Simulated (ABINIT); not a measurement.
**A GW chain in ABINIT: CdS (Hawleyite)**

Wanted: ground state, empty states, screening and self-energy for CdS (Hawleyite).

Program: ABINIT 10.8.3. Level of theory: LDA and many-body steps on it, plane waves. Results are calculated unless marked as measured.

**Experimental background.**

- Gap 2.42 eV: optical gap from inflexion point of photoacoustic spectrum, as-grown film; photoacoustic spectroscopy; film (as-grown chemical bath deposited film, about 0.25 um thick, deposited at 80 C) (“Study of the band--gap shift in CdS films: Influence of thermal annealing in different atmospheres”, 1995, arxiv:cond-mat/9501125).

Report form: the programs' logs are mostly left out.

## Step 1: Starting point

It takes space group F-43m (No. 216, cubic). Conventional cell: a = 5.833 Å, b = 5.833 Å, c = 5.833 Å, α = 90.00°, β = 90.00°, γ = 90.00°. Nearest to Cd lie 4 S at 2.53 Å. Nearest to S lie 4 Cd at 2.53 Å. Farther neighbours and most contacts between anions are not listed.

The cell and positions come from the Crystallography Open Database and are kept as given unless a step says otherwise.

## Step 2: Ground state

This step: ABINIT 10.8.3; DFT, LDA, plane waves, norm-conserving pseudopotentials.

The ground-state density comes first.

Input file run.abi:

```
acell 3*1.0 Angstrom
rprim 
  -0.000000000000 2.916500000000 2.916500000000
  2.916500000000 -0.000000000000 2.916500000000
  2.916500000000 2.916500000000 -0.000000000000
ntypat 2
znucl 48 16
natom 2
typat 1 2
xred 
  0.000000000000 0.000000000000 0.000000000000
  0.250000000000 0.250000000000 0.250000000000
pp_dirpath "pseudos"
pseudos "Cd.upf, S.upf"
ecut 47
ngkpt 6 6 6
nshiftk 1
shiftk 0 0 0
kptopt 1
chksymbreak 0
nband 18
occopt 1
tolvrs 1e-10
nstep 60
prtwf 0
indata_prefix "in"
outdata_prefix "out"
tmpdata_prefix "tmp"
```

Launch:

```
> OMP_NUM_THREADS=1 mpirun -n 4 abinit run.abi > log
```

The job ended after 18 s (4 MPI ranks of Arm Neoverse V2, shared host; peak memory 0.36 GiB; 70 s of CPU time).

Numbers from this step:

| Quantity | Value |
| --- | --- |
| total energy | -5071.8930 eV |
| gap | 0.8602 eV |
| k of the valence top | 0, 0, 0 |
| k of the conduction bottom | 0, 0, 0 |
| least direct gap | 0.8602 eV |
| pressure | -2.762 GPa |

The gap is direct, at Γ.

The cutoff was set for levels, not for stress, so the pressure can be off by some GPa.

## Step 3: Bands along the symmetry lines

Levels along a band path, at the cheap level, show where the edges lie and whether the meshes to come will hold them.

Input file run.abi:

```
acell 3*1.0 Angstrom
rprim 
  -0.000000000000 2.916500000000 2.916500000000
  2.916500000000 -0.000000000000 2.916500000000
  2.916500000000 2.916500000000 -0.000000000000
ntypat 2
znucl 48 16
natom 2
typat 1 2
xred 
  0.000000000000 0.000000000000 0.000000000000
  0.250000000000 0.250000000000 0.250000000000
pp_dirpath "pseudos"
pseudos "Cd.upf, S.upf"
ecut 47
iscf -2
irdden 1
kptopt 0
nkpt 50
kpt 
  0.00000000 0.00000000 0.00000000
  -0.06250000 -0.06250000 0.00000000
  -0.12500000 -0.12500000 0.00000000
  -0.18750000 -0.18750000 0.00000000
  -0.25000000 -0.25000000 0.00000000
  -0.31250000 -0.31250000 0.00000000
  -0.37500000 -0.37500000 0.00000000
  -0.43750000 -0.43750000 0.00000000
  -0.50000000 -0.50000000 0.00000000
  -0.48437500 -0.48437500 0.03125000
  -0.46875000 -0.46875000 0.06250000
  -0.45312500 -0.45312500 0.09375000
  -0.43750000 -0.43750000 0.12500000
  -0.42187500 -0.42187500 0.15625000
  -0.40625000 -0.40625000 0.18750000
  -0.39062500 -0.39062500 0.21875000
  -0.37500000 -0.37500000 0.25000000
  -0.37500000 0.00000000 0.37500000
  -0.32812500 0.00000000 0.32812500
  -0.28125000 0.00000000 0.28125000
  -0.23437500 0.00000000 0.23437500
  -0.18750000 0.00000000 0.18750000
  -0.14062500 0.00000000 0.14062500
  -0.09375000 0.00000000 0.09375000
  -0.04687500 0.00000000 0.04687500
  0.00000000 0.00000000 0.00000000
  0.00000000 0.00000000 0.06250000
  0.00000000 0.00000000 0.12500000
  0.00000000 0.00000000 0.18750000
  0.00000000 0.00000000 0.25000000
  0.00000000 0.00000000 0.31250000
  0.00000000 0.00000000 0.37500000
  0.00000000 0.00000000 0.43750000
  0.00000000 0.00000000 0.50000000
  -0.06250000 -0.03125000 0.46875000
  -0.12500000 -0.06250000 0.43750000
  -0.18750000 -0.09375000 0.40625000
  -0.25000000 -0.12500000 0.37500000
  -0.31250000 -0.15625000 0.34375000
  -0.37500000 -0.18750000 0.31250000
  -0.43750000 -0.21875000 0.28125000
  -0.50000000 -0.25000000 0.25000000
  -0.50000000 -0.28125000 0.21875000
  -0.50000000 -0.31250000 0.18750000
  -0.50000000 -0.34375000 0.15625000
  -0.50000000 -0.37500000 0.12500000
  -0.50000000 -0.40625000 0.09375000
  -0.50000000 -0.43750000 0.06250000
  -0.50000000 -0.46875000 0.03125000
  -0.50000000 -0.50000000 0.00000000
istwfk *1
nband 23
nbdbuf 5
tolwfr 1e-07
nstep 50
prtwf 0
prtvol 0
indata_prefix "in"
outdata_prefix "out"
tmpdata_prefix "tmp"
```

Elapsed: 24 s, on 4 MPI ranks; peak memory 0.36 GiB.

Numbers from this step:

| Item | Value |
| --- | --- |
| gap | 0.8602 eV |
| k of the valence top | 0, 0, 0 |
| k of the conduction bottom | 0, 0, 0 |
| least direct gap | 0.8602 eV |

The gap is 0.860 eV, as in the run before at this level.

The electronic bands at the labelled points (eV, zero at the top of the highest filled band):

```
    point  band 10  band 11  band 12  band 13  band 14  band 15  band 16  band 17
        Γ    -7.27     0.00     0.00     0.00     0.86     6.34     6.34     6.34
  halfway    -7.22    -2.40    -1.05    -1.05     3.38     4.60     7.92     7.92
        X    -6.82    -4.06    -1.92    -1.92     3.31     4.15     8.92    10.53
  halfway    -6.76    -4.05    -2.20    -1.83     3.61     4.46     8.67     9.82
        U    -6.68    -4.05    -2.60    -1.56     4.01     5.26     8.22     8.84
jump to K    -6.68    -4.05    -2.60    -1.56     4.01     5.26     8.22     8.84
  halfway    -7.21    -2.85    -1.41    -0.44     3.39     5.88     6.54     7.09
        Γ    -7.27     0.00     0.00     0.00     0.86     6.34     6.34     6.34
  halfway    -7.26    -2.58    -0.41    -0.41     2.54     6.05     6.85     6.85
        L    -6.89    -4.52    -0.77    -0.77     2.76     6.82     6.82     7.21
  halfway    -6.77    -4.23    -1.99    -1.25     4.17     5.60     7.00     8.15
        W    -6.63    -4.01    -2.33    -2.24     5.23     5.25     6.99     7.79
  halfway    -6.72    -4.04    -2.14    -2.08     4.04     4.64     8.41     8.73
        X    -6.82    -4.06    -1.92    -1.92     3.31     4.15     8.92    10.53
```

## Step 4: Empty states on the mesh, 4×4×4 mesh, 589 bands

The sums over transitions need many empty states on a uniform mesh; this step solves for them.

Input file run.abi:

```
acell 3*1.0 Angstrom
rprim 
  -0.000000000000 2.916500000000 2.916500000000
  2.916500000000 -0.000000000000 2.916500000000
  2.916500000000 2.916500000000 -0.000000000000
ntypat 2
znucl 48 16
natom 2
typat 1 2
xred 
  0.000000000000 0.000000000000 0.000000000000
  0.250000000000 0.250000000000 0.250000000000
pp_dirpath "pseudos"
pseudos "Cd.upf, S.upf"
ecut 47
ngkpt 4 4 4
nshiftk 1
shiftk 0 0 0
kptopt 1
chksymbreak 0
iscf -2
irdden 1
istwfk *1
nband 589
nbdbuf 52
tolwfr 1e-09
nstep 60
prtvol 0
indata_prefix "in"
outdata_prefix "out"
tmpdata_prefix "tmp"
```

The job ended after 9.5 min (4 MPI ranks; peak memory 0.76 GiB).

Numbers from this step:

* gap: 0.8602 eV
* k of the valence top: 0, 0, 0
* k of the conduction bottom: 0, 0, 0
* least direct gap: 0.8602 eV
* k points computed: 8
* lowest point of the top converged band, above the valence top: 266.9592 eV

On this mesh the gap is 0.860 eV.

## Step 5: Screening, 4×4×4 mesh, 374 bands, screening to 466.9 eV

The RPA dielectric matrix is built and inverted for each q.

This step: RPA screening on LDA, plane waves, norm-conserving pseudopotentials.

Edit run.abi of step 4 so:

```diff
@@ -20,10 +20,11 @@
 chksymbreak 0
-iscf -2
-irdden 1
 istwfk *1
-nband 589
-nbdbuf 52
-tolwfr 1e-09
-nstep 60
-prtvol 0
+occopt 1
+irdwfk 1
+optdriver 3
+nband 374
+ecuteps 17.16
+inclvkb 2
+awtr 1
+symchi 1
 indata_prefix "in"
```

Wall time 13 min (4 MPI ranks); peak memory 4.2 GiB.

This step gave:

- ε∞ with local fields, on this mesh, along the program's q direction: 18.48
- the same without local fields: 19.36
- plasma frequency: 26.88 eV
- plane waves in the screening matrix: 1139

Local fields lower ε∞ by 5 %. On a Γ-centred mesh this coarse the value itself is usually too large, while a short band sum pulls it down.

## Step 6: Self-energy, 4×4×4 mesh, 374 bands, screening to 466.9 eV

The self-energy is evaluated for the states that the input lists, and the levels follow from it, in one-shot runs by the linearised quasiparticle equation.

This step: G0W0 on LDA, plane waves, norm-conserving pseudopotentials.

Edit run.abi of step 5 so:

```diff
@@ -23,8 +23,19 @@
 irdwfk 1
-optdriver 3
+optdriver 4
 nband 374
+gwcalctyp 0
+ecutsigx 47
+symsigma 1
+nkptgw 3
+kptgw 
+  0.0000000000 0.0000000000 0.0000000000
+  0.5000000000 0.0000000000 0.0000000000
+  0.5000000000 0.5000000000 0.0000000000
+bdgw 
+  11 17
+  12 16
+  12 15
 ecuteps 17.16
-inclvkb 2
-awtr 1
-symchi 1
+irdscr 1
+ppmodel 1
 indata_prefix "in"
```

The job ended after 13 min (4 MPI ranks; peak memory 6.2 GiB; 52 min of CPU time).

Numbers from this step:

```
G0W0 gap on the points computed              : 2.166 eV
starting gap on the mesh                     : 0.8602 eV
k of the valence top                         : 0, 0, 0
k of the conduction bottom                   : 0, 0, 0
Z at the valence top                         : 0.775
Z at the conduction bottom                   : 0.807
least direct G0W0 gap on the computed points : 2.166 eV
```

The gap on the mesh goes from 0.86 eV to 2.17 eV, a correction of +1.31 eV.

Limits: finite bands, cutoff and mesh; no spin-orbit coupling; coarse k mesh. v1 is the top filled band, c1 the lowest empty one. The levels before and after the correction (eV, zero at the valence-band top of each column):

```
           conduction bottom  valence top
Kohn-Sham               0.86         0.00
     G0W0               2.17         0.00
```

```
             level  energy (eV)
Kohn-Sham  Γ v3-v1        0.000
Kohn-Sham     Γ c1        0.860
Kohn-Sham  Γ c2-c4        6.335
     G0W0  Γ v3-v1        0.000
     G0W0     Γ c1        2.166
     G0W0  Γ c2-c4        7.869
```

## Step 7: Where the time went

Times are wall times on 4 MPI ranks of Arm Neoverse V2, shared host, good to a factor of about two.

```
                          step     time  share  memory (GiB)
                  ground state     18 s    1 %          0.36
bands along the symmetry lines     24 s    1 %          0.36
      empty states on the mesh  9.5 min   27 %          0.76
                     screening   13 min   35 %           4.2
                   self-energy   13 min   36 %           6.2
```

## Step 8: Summary of results

| Item | Value |
| --- | --- |
| LDA gap | 0.86 eV, direct |
| G0W0 gap on the mesh | 2.17 eV |
| GW settings | 4×4×4 mesh, 374 bands, screening to 466.9 eV, Godby-Needs plasmon pole |
| known limits | not at the basis limit; no spin-orbit coupling; coarse k mesh |

G0W0 moves the gap on the mesh from 0.86 eV to 2.17 eV (+1.31 eV), with Z of 0.78 and 0.81 at the edges. Local fields lower the RPA ε∞ on this mesh from 19.36 to 18.48; a Γ-centred mesh this coarse tends to raise both, most where the direct gap is narrow, while a short band sum lowers them. Only 3 of the mesh's irreducible points were corrected, so a valley elsewhere could overtake. Against experiment, by G0W0@LDA: the gap of 2.17 eV lies −0.25 eV from the measured 2.42 eV (optical, 1995). An exciton line or allowed optical edge lies below the quasiparticle gap by the binding energy; a forbidden edge can push the onset above it. The calculation has static nuclei and no excitons; a measured gap holds zero-point and thermal motion, which mostly lowers it. Bands and cutoff are finite, so the gap is not at the basis limit. The miss can reach some tenths of an eV and take either sign; the mesh is an error of its own. In the G0W0 run levels were corrected at 3 k points alone, so a gap called «on the mesh» is the least over those, and an edge elsewhere would be missed. The 4×4×4 mesh is coarse for this cell, which bears on the long-range parts of exchange and screening. The many-body steps are scalar-relativistic: spin-orbit coupling is not in them.

[Paths, hosts, dates, memory and timing lines, banners, echoed tables and standing remarks are left out of the program output.]

[Logs are printed without paths, hosts, clocks, repeated set-up lines and the standing remarks that a program may print on its own settings, such as how far it seeks lower states.]

[Runs of the session that timed out or met a known fault of the program may be left out.]

[Hosts, paths, dates, database ids (printed as entryN), source tags and the programs' standing remarks are cut or masked in the printed files.]

[G0W0 gaps are taken among the corrected bands and points alone; a level outside them can change the order at an edge.]

[Where Ansatz stands beside ABINIT at settings called matched, ABINIT's density can come from a denser mesh and the files from another edition; pairs whose starting gaps differed by over 0.03 eV were left out, so agreement reads better than it is.]
